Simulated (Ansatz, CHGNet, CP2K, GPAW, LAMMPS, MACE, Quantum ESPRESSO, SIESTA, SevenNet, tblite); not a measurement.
# Rapidly quenched Si57Al14Cu29 (at. %) (111 atoms): other programs against plane waves

One geometry of rapidly quenched Si57Al14Cu29 (at. %) (111 atoms) is solved by several programs and methods. How far do their forces lie from a plane-wave PBE run?

Results are calculated, not measured.

In doubt: a PseudoDojo file used here is known to give poor structures and forces (SIESTA), which bears on pressures, cells, forces and phonons.

### Step 1. The structure

The cell holds 111 atoms (63 Si, 16 Al and 32 Cu), with edges of 12.24, 12.24 and 12.24 Å. Recipe: 111 atoms (63 Si, 16 Al, 32 Cu) placed at random at 3.66 g/cm³, melted at 2000 K for 10 ps at fixed volume with the MEAM Al-Si-Mg-Cu-Fe potential (Jelinek et al., Phys. Rev. B 85, 245102 (2012)). Quenched from 2000 K to 300 K at 10 K/ps and zero pressure, held 5 ps, then minimised at fixed cell. The density is 3.83 g/cm³.

### Step 2. The reference input

Quantum ESPRESSO 7.5: Kohn-Sham DFT, PBE, SSSP efficiency 1.3.0 pseudopotentials, plane waves. Its input, pw.in:

```
&control
  calculation = 'scf'
  pseudo_dir = './pseudo'
  outdir = './tmp'
  disk_io = 'none'
  tprnfor = .true.
  tstress = .true.
/
&system
  ibrav = 0
  nat = 111
  ntyp = 3
  ecutwfc = 60
  ecutrho = 480
  nosym = .true.
  occupations = 'smearing'
  smearing = 'fd'
  degauss = 0.003675
/
&electrons
  conv_thr = 5.5e-07
  electron_maxstep = 100
  mixing_beta = 0.2
  mixing_mode = 'local-TF'
  diagonalization = 'david'
/
ATOMIC_SPECIES
Si 28.085 Si.upf
Al 26.982 Al.upf
Cu 63.546 Cu.upf
CELL_PARAMETERS angstrom
12.24240 0.00000 0.00000
0.00000 12.24240 0.00000
0.00000 0.00000 12.24240
ATOMIC_POSITIONS crystal
Si 0.19464 0.45962 0.62883
Si 0.97621 0.63708 0.59400
Si 0.31614 0.06011 0.16722
Si 0.91174 0.98322 0.50904
[... 105 atom lines left out ...]
Cu 0.48852 0.34003 0.39400
Cu 0.01493 0.27990 0.28827
K_POINTS gamma
```

```console
$ OMP_NUM_THREADS=1 mpirun -np 4 pw.x -in pw.in > output.txt
```

Elapsed: 8.9 min, on 4 MPI ranks of Arm Neoverse V2, shared host; peak memory 8.6 GiB.

It converged with an r.m.s. force component of 0.68 eV/Å and a pressure of -1.9 GPa.

### Step 3. The other programs

- CHGNet: machine-learned potential, published weights.
- CP2K 2026.2: Gaussian basis with GTH pseudopotentials and a plane-wave density; labels give functional, basis (MOLOPT sets; SR short-range, UZH the newer set with its own potentials), grid cutoff/relative cutoff and solver (OT: orbital transformation; TRS4, TC2, SIGN: linear-scaling purification with its sparsity filter), or its built-in tight binding.
- GPAW 26.7.0: PAW with atomic orbitals (LCAO), plane waves or a real-space grid of spacing h.
- MACE: machine-learned potential, published weights.
- SIESTA 5.4.2: numerical atomic orbitals, whose automatically made sets are far from complete, with PseudoDojo norm-conserving potentials that we converted to its format (checked against plane waves on the same files for H, C, O, Si, Ge and Ca alone); labels give functional, basis size, energy shift and mesh cutoff.
- SevenNet: machine-learned potential, published weights.

All use the same cell and atoms, and the electronic-structure runs the same k-mesh.

### Step 4. Side by side

Differences are against the reference: forces as r.m.s. over components, share as that over the reference's r.m.s. force, slope as the fitted ratio of a run's forces to the reference's.

| run | Δ force, r.m.s. (meV/Å) | share (%) | slope | Δ pressure (GPa) | cores | CPU time | memory (GiB) |
| --- | --- | --- | --- | --- | --- | --- | --- |
| reference | - | - | - | - | 4 | 36 min | 8.6 |
| CHGNet 0.3.0 potential | 222 | 32.6 | 0.978 | -2.91 | 1 | 3.5 s | 1.3 |
| CP2K PBE, DZVP-MOLOPT-SR, 800/50 Ry, diagonalisation | 34.9 | 5.13 | 1.018 | 0.623 | 4 | 12 min | 11 |
| CP2K PBE, SZV-MOLOPT-SR, 800/50 Ry, diagonalisation (coarse) | 334 | 49.0 | 1.259 | 12.9 | 2 | 6.7 min | 8.0 |
| GPAW PBE, LCAO dzp, h 0.2 Å | 69.5 | 10.2 | 1.075 | - | 2 | 8.9 min | 2.5 |
| GPAW PBE, LCAO dzp, h 0.22 Å (coarse) | 69.0 | 10.1 | 1.074 | - | 1 | 7.1 min | 1.8 |
| GPAW PBE, LCAO sz(dzp), h 0.2 Å (coarse) | 342 | 50.2 | 1.226 | - | 1 | 2 min | 1.6 |
| GPAW PBE, LCAO szp(dzp), h 0.2 Å (coarse) | 117 | 17.2 | 1.091 | - | 1 | 6.3 min | 2.1 |
| MACE MPA-0 medium potential | 157 | 23.1 | 0.954 | -0.449 | 1 | 7 s | 1.1 |
| SIESTA PBE, DZP, shift 0.01 Ry, mesh 500 Ry | 60.1 | 8.84 | 1.055 | 0.131 | 4 | 26 min | 5.1 |
| SIESTA PBE, SZ, shift 0.01 Ry, mesh 500 Ry (coarse) | 386 | 56.7 | 1.177 | 12.2 | 1 | 6 min | 2.0 |
| SevenNet 0 potential | 292 | 42.9 | 1.147 | -1.05 | 1 | 6.4 s | 0.96 |

Rows marked coarse were listed beforehand as settings not expected to be converged; some can still land near the reference.

Times of the machine-learned potentials are mostly Python's start and the loading of weights.

Runs without a result: tblite GFN1-xTB (not converged); CP2K GFN1-xTB, diagonalisation (not converged).

CPU time is summed over cores on shared hosts, so it is rough.

### Step 5. Findings

Forces lie from 5.1 % (CP2K PBE, DZVP-MOLOPT-SR, 800/50 Ry, diagonalisation) to 57 % (SIESTA PBE, SZ, shift 0.01 Ry, mesh 500 Ry, coarse) of the reference's r.m.s. force of 0.68 eV/Å away from it. The PBE runs in local orbitals, coarse settings apart, differ by 5.1 % (CP2K PBE, DZVP-MOLOPT-SR, 800/50 Ry, diagonalisation) to 10 % (GPAW PBE, LCAO dzp, h 0.2 Å); basis, grid and potentials can all enter. Machine-learned potentials differ by 23 % (MACE MPA-0 medium potential) to 43 % (SevenNet 0 potential); they were trained on other programs' data. Runs with settings chosen to be coarse differ by 10 % (GPAW PBE, LCAO dzp, h 0.22 Å) to 57 % (SIESTA PBE, SZ, shift 0.01 Ry, mesh 500 Ry), their programs' other errors included.

From GPAW PBE, LCAO dzp, h 0.22 Å to the finer GPAW PBE, LCAO dzp, h 0.2 Å the share goes from 10.1 to 10.2 %, so the grid isn't what parts these runs from the reference. Pressures at PBE, coarse settings apart, lie +0.13 to +0.62 GPa from the reference's.

**Limits.** The potentials hold different valence shells: 652 electrons in the reference, 908 in SIESTA; this bears on time and differences. The reference's pressure holds the uncorrected Pulay stress of its 60 Ry basis, so small pressure differences may be the reference's own error. A potential file of the SIESTA runs is in doubt, which bears on their forces and pressure. Machine-learned potentials mimic data converged in k, so the reference's own k-point error enters their differences. The quench rate of 10 K/ps is many orders above laboratory rates, so the cell is likely richer in defects and strain than a real sample. The network of bonds at the start is that of the classical potential that made the cell, and needn't be the one that DFT or experiment would give. The electronic-structure runs sample only Γ, in a cell whose shortest periodic width is 12 Å, which is coarse for a cell with partly filled levels. The reference's pressure of -1.9 GPa reflects the volume that the recipe set, positions that aren't this level's minimum and the basis. The reference has no spin polarisation, so local moments can't form. Where levels are smeared, the DFT runs use Fermi–Dirac occupations at 580 K (0.05 eV), and energies are free energies. The reference's cutoffs and mesh weren't converged further here.

[Logs are printed without paths, hosts, clocks, repeated set-up lines and the standing remarks that a program may print on its own settings, such as how far it seeks lower states.]

[Hosts, paths, dates, database ids (printed as entryN), source tags and the programs' standing remarks are cut or masked in the printed files.]

[Cells were taken only where this reference lay near another plane-wave run.]
